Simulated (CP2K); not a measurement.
Consider 4-nitrosopyridine at its PBE geometry (Å).

```xyz
12

O     3.0232    0.0580    0.4007
N     2.2112   -0.7605   -0.0225
C     0.8339   -0.2895   -0.0196
C    -0.1380   -1.2462   -0.3164
C    -1.4761   -0.8408   -0.3065
N    -1.8613    0.4201   -0.0501
C    -0.9000    1.3292    0.2179
C     0.4595    1.0306    0.2538
H     0.1586   -2.2719   -0.5351
H    -2.2766   -1.5538   -0.5153
H    -1.2512    2.3448    0.4132
H     1.2168    1.7801    0.4801
```

Method: CP2K XAS_TDP, all-electron GAPW, PBEh(45%), aug-cc-pVDZ, TDA, no relativity.

**Question.** Where do the C K-edge lines lie, and how strong are they?

Leading lines: C3 281.18 eV, C4 280.67 eV and C5 281.53 eV. The leading line of an atom is its first one with 35 % of the strongest within 2.5 eV of its lowest line over the strength cut. 

The first six lines of each atom with a strength over 0.0015:

| atom | energy (eV) | states | strength, one atom |
| --- | --- | --- | --- |
| C3 (bonded to 2 C and N) | 281.18 | 1 | 0.0221 |
|  | 283.28 | 1 | 0.0350 |
|  | 284.26 | 1 | 0.0015 |
|  | 286.70 | 1 | 0.0156 |
|  | 287.37 | 1 | 0.0017 |
|  | 288.14 | 1 | 0.0068 |
| C4 (bonded to 2 C and H) | 280.67 | 1 | 0.0410 |
|  | 282.58 | 1 | 0.0122 |
|  | 285.05 | 1 | 0.0124 |
|  | 286.05 | 1 | 0.0041 |
|  | 286.56 | 1 | 0.0018 |
|  | 286.69 | 1 | 0.0041 |
| C5 (bonded to C, N and H) | 281.53 | 1 | 0.0460 |
|  | 282.95 | 1 | 0.0114 |
|  | 285.18 | 1 | 0.0017 |
|  | 285.58 | 1 | 0.0126 |
|  | 286.66 | 1 | 0.0031 |
|  | 287.20 | 1 | 0.0042 |

Lines are vertical, at one geometry, with no vibrational structure. Without a correction of the core level, line positions, and the gaps between valence and Rydberg lines, follow the share of exact exchange. At this level such K lines come out 3 to 6 eV under measured ones. Atoms with the same bonds but other surroundings in this conformer are left out. These values hold no scalar relativity, about 0.1 eV for C 1s. Rydberg lines, and the discretised continuum above threshold, depend on the basis and the box.

[Banner, clock and machine lines of the logs are left out without a mark of their own.]

[Logs are printed without paths, hosts, clocks, repeated set-up lines and the standing remarks that a program may print on its own settings, such as how far it seeks lower states.]

[Hosts, paths, dates, database ids (printed as entryN), source tags and the programs' standing remarks are cut or masked in the printed files.]
